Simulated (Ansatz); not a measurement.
# ZnB2S4 (built on the sites of a database entry of ZnGa2S4): from the cell to its phonons, part 3 of 3

How does ZnB2S4 (built on the sites of a database entry of ZnGa2S4) vibrate, and is this structure a minimum?

Ansatz 0.2.0; DFT LDA, scalar-relativistic, plane waves, PAW.

So far, highest frequency on the path or at a solved wavevector (cm⁻¹): step 6 (the dispersion) 746.

The structure was built from a prototype and need not be the compound's stable phase.

## 7. Isotope substitution, element B, natural mass 10.81 amu

An isotope changes the mass and not the force constants, so no new electronic calculation is needed; the shifts show which modes move this element.

The same force constants with the mass of B changed from 10.810 to 10.013 u (phonopy, no LO-TO term). Both lists are sorted by frequency; levels can cross, so a row need not hold one and the same mode. Modes under 3 cm⁻¹ are left out. Isotope shifts, by row, the first 40 of 60 rows:

```csv
q,rank,natural mass (cm⁻¹),changed mass (cm⁻¹)
0 0 0,4,149.2,149.5
0 0 0,5,149.2,149.5
0 0 0,6,164.8,165.3
0 0 0,7,282.5,283.2
0 0 0,8,282.5,283.2
0 0 0,9,290.9,290.9
0 0 0,10,329,330
0 0 0,11,356,357.3
0 0 0,12,356,357.3
0 0 0,13,378.6,378.6
0 0 0,14,419.6,420.1
0 0 0,15,438.3,438.3
0 0 0,16,595.3,613.7
0 0 0,17,630.8,651.7
0 0 0,18,630.8,651.7
0 0 0,19,678.7,702.7
0 0 0,20,693.4,716.4
0 0 0,21,693.4,716.4
0 0 -0.5,1,102.2,102.3
0 0 -0.5,2,110.6,110.7
0 0 -0.5,3,119.8,119.9
0 0 -0.5,4,154,154.5
0 0 -0.5,5,185.5,186.4
0 0 -0.5,6,199.8,200.4
0 0 -0.5,7,214.2,215.2
0 0 -0.5,8,256.9,257.9
0 0 -0.5,9,314,314.3
0 0 -0.5,10,318.4,319
0 0 -0.5,11,319.1,319.8
0 0 -0.5,12,347.6,348.6
0 0 -0.5,13,391.6,392.3
0 0 -0.5,14,420.2,420.3
0 0 -0.5,15,438.5,438.5
0 0 -0.5,16,607.2,626.9
0 0 -0.5,17,661.7,683.3
0 0 -0.5,18,664.7,686.2
0 0 -0.5,19,675.1,698.5
0 0 -0.5,20,697.6,721.1
0 0 -0.5,21,703.7,727.5
0 -0.5 0,1,85.96,86.13
```

A mode of this element alone would shift by +3.90 %. The highest zone-centre frequency without the field goes from 693.4 to 716.4 cm⁻¹ (+3.3 %). The product of the frequency ratios over all optical modes at Γ is 1.244; the product rule, (m/m′)^(3k/2) (M′/M)^(3/2) with k = 2 such atoms and M the mass of the cell, gives 1.244.

## 8. Isotope substitution, element S, natural mass 32.06 amu

The same for S, from 32.06 to 33.97 u.

The same force constants with the mass of S changed from 32.060 to 33.968 u (phonopy, no LO-TO term). Both lists are sorted by frequency; levels can cross, so a row need not hold one and the same mode. Modes under 3 cm⁻¹ are left out. Isotope shifts, by row, the first 40 of 60 rows:

```csv
q,rank,natural mass (cm⁻¹),changed mass (cm⁻¹)
0 0 0,4,149.2,146.9
0 0 0,5,149.2,146.9
0 0 0,6,164.8,163.4
0 0 0,7,282.5,276.4
0 0 0,8,282.5,276.4
0 0 0,9,290.9,282.6
0 0 0,10,329,320.4
0 0 0,11,356,347.9
0 0 0,12,356,347.9
0 0 0,13,378.6,367.8
0 0 0,14,419.6,408.8
0 0 0,15,438.3,425.8
0 0 0,16,595.3,591.8
0 0 0,17,630.8,628.1
0 0 0,18,630.8,628.1
0 0 0,19,678.7,676.9
0 0 0,20,693.4,690.4
0 0 0,21,693.4,690.4
0 0 -0.5,1,102.2,101.4
0 0 -0.5,2,110.6,109.7
0 0 -0.5,3,119.8,119
0 0 -0.5,4,154,150.1
0 0 -0.5,5,185.5,181
0 0 -0.5,6,199.8,194.6
0 0 -0.5,7,214.2,209.8
0 0 -0.5,8,256.9,250.5
0 0 -0.5,9,314,307.6
0 0 -0.5,10,318.4,310.5
0 0 -0.5,11,319.1,311.4
0 0 -0.5,12,347.6,339.8
0 0 -0.5,13,391.6,381.5
0 0 -0.5,14,420.2,408.4
0 0 -0.5,15,438.5,426.1
0 0 -0.5,16,607.2,604.2
0 0 -0.5,17,661.7,658.6
0 0 -0.5,18,664.7,661.4
0 0 -0.5,19,675.1,672.9
0 0 -0.5,20,697.6,694.9
0 0 -0.5,21,703.7,701
0 -0.5 0,1,85.96,84.94
```

A mode of this element alone would shift by -2.85 %. The highest zone-centre frequency without the field goes from 693.4 to 690.4 cm⁻¹ (-0.4 %). The product of the frequency ratios over all optical modes at Γ is 0.745; the product rule, (m/m′)^(3k/2) (M′/M)^(3/2) with k = 4 such atoms and M the mass of the cell, gives 0.745.

## 9. Another isotope, element Zn, natural mass 65.38 amu

The same for Zn, from 65.38 to 67.92 u.

The same force constants with the mass of Zn changed from 65.380 to 67.925 u (phonopy, no LO-TO term). Both lists are sorted by frequency; levels can cross, so a row need not hold one and the same mode. Modes under 3 cm⁻¹ are left out. Isotope shifts, by row, the first 40 of 60 rows:

```csv
q,rank,natural mass (cm⁻¹),changed mass (cm⁻¹)
0 0 0,4,149.2,148
0 0 0,5,149.2,148
0 0 0,6,164.8,162.8
0 0 0,7,282.5,281.5
0 0 0,8,282.5,281.5
0 0 0,9,290.9,290.9
0 0 0,10,329,329
0 0 0,11,356,355.4
0 0 0,12,356,355.4
0 0 0,13,378.6,378.6
0 0 0,14,419.6,419.1
0 0 0,15,438.3,438.3
0 0 0,16,595.3,595.3
0 0 0,17,630.8,630.8
0 0 0,18,630.8,630.8
0 0 0,19,678.7,678.7
0 0 0,20,693.4,693.4
0 0 0,21,693.4,693.4
0 0 -0.5,1,102.2,100.9
0 0 -0.5,2,110.6,109.1
0 0 -0.5,3,119.8,118.1
0 0 -0.5,4,154,153.9
0 0 -0.5,5,185.5,185.4
0 0 -0.5,6,199.8,199.8
0 0 -0.5,7,214.2,213.6
0 0 -0.5,8,256.9,256.8
0 0 -0.5,9,314,312.5
0 0 -0.5,10,318.4,317.9
0 0 -0.5,11,319.1,318.5
0 0 -0.5,12,347.6,346.7
0 0 -0.5,13,391.6,391.3
0 0 -0.5,14,420.2,420.1
0 0 -0.5,15,438.5,438.4
0 0 -0.5,16,607.2,607.2
0 0 -0.5,17,661.7,661.7
0 0 -0.5,18,664.7,664.7
0 0 -0.5,19,675.1,675.1
0 0 -0.5,20,697.6,697.6
0 0 -0.5,21,703.7,703.7
0 -0.5 0,1,85.96,85.05
```

A mode of this element alone would shift by -1.89 %. The highest zone-centre frequency without the field goes from 693.4 to 693.4 cm⁻¹ (+0.0 %). The product of the frequency ratios over all optical modes at Γ is 0.961; the product rule, (m/m′)^(3k/2) (M′/M)^(3/2) with k = 1 such atoms and M the mass of the cell, gives 0.961.

## 10. Outcome

```
space group after relaxation (within 0.01 Å)            : I-4
volume per atom                                         : 14.9 Å³
gap on the k-mesh                                       : 2.63 eV
highest optical mode at the zone centre (no LO-TO term) : 693 cm⁻¹
top of the zone-centre spectrum with the field          : 721 cm⁻¹
lowest optical zone-centre mode                         : 149 cm⁻¹
mean high-frequency dielectric constant                 : 6.92
mean static dielectric constant                         : 8.56
largest Born charge (third of the trace)                : 1.92 e
lowest mode on the q mesh (acoustic modes at Γ apart)   : 86.0 cm⁻¹
highest frequency on the path or at a solved wavevector : 746 cm⁻¹
imaginary modes on the 2×2×2 q mesh                     : none
```

What this shows: The structure is a minimum as far as tested: no mode is imaginary at the 4 irreducible wavevectors of the 2×2×2 mesh, and the softest away from the acoustic zeros lies at 86 cm⁻¹. Without the field, the optical modes at Γ span 149 to 693 cm⁻¹. The highest mode in this list at Γ, 693.4 cm⁻¹, is mostly motion of B (85 % of the kinetic energy). With the macroscopic field of the longitudinal modes the top of the zone-centre spectrum lies at 721 cm⁻¹, against 693 cm⁻¹ without it. Lattice motion raises the mean dielectric constant from 6.918 to 8.564. The strongest infrared line is at 693 cm⁻¹. The program warns that the interpolation holds no quadrupole term, so branches close to Γ can be off in this crystal. The starting cell was built on a prototype and not taken from a measurement, so the phase need not exist. These are harmonic frequencies at zero temperature: anharmonic shifts, linewidths and thermal expansion are left out.

[Logs are printed without paths, hosts, clocks, repeated set-up lines and the standing remarks that a program may print on its own settings, such as how far it seeks lower states.]

[Hosts, paths, dates, database ids (printed as entryN), source tags and the programs' standing remarks are cut or masked in the printed files.]
